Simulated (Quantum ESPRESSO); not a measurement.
# Voltage at the next charge: Al(111), 5 layers against an electrode

**Set-up.** Quantum ESPRESSO 7.5, PBE, GBRV ultrasoft; ESM with bc3, a metal electrode 5.99 Å above the top atoms; cell area 7.102 Å²; ions fixed. V is the potential energy of an electron at the electrode over the slab's Fermi level, divided by e, so that it equals the work function at zero charge; positive charge removes electrons.

```
charge (e a cell)  V (V)
                0  4.102
           0.0107  5.270
           0.0213  6.443
```

**Question.** What is V at a charge of 0.0426 e, and what capacitance do the rows imply?

**Fit.** The last two rows give dV/dq = (6.443 − 5.270)/(0.0213 − 0.0107) = 110.7 V/e, so C = 1602/(7.102 × 110.7) = 2.04 µF/cm², an effective gap of 8.854/2.04 = 4.34 Å. At constant C, V = 6.443 + 110.7 × 0.0213 = 8.80 V.

**The withheld run.** V = 8.839 V; the estimate misses by −0.04 V, 1.6 % of the step. Over the three intervals C goes 2.07, 2.04 and 2.01 µF/cm²: it falls as electrons leave, the surface charge drawing back towards the atoms.

Caveats: Vacuum fills the gap; a dielectric or electrolyte would change C. The slab is thin.

[Logs are printed without paths, hosts, clocks, repeated set-up lines and the standing remarks that a program may print on its own settings, such as how far it seeks lower states.]
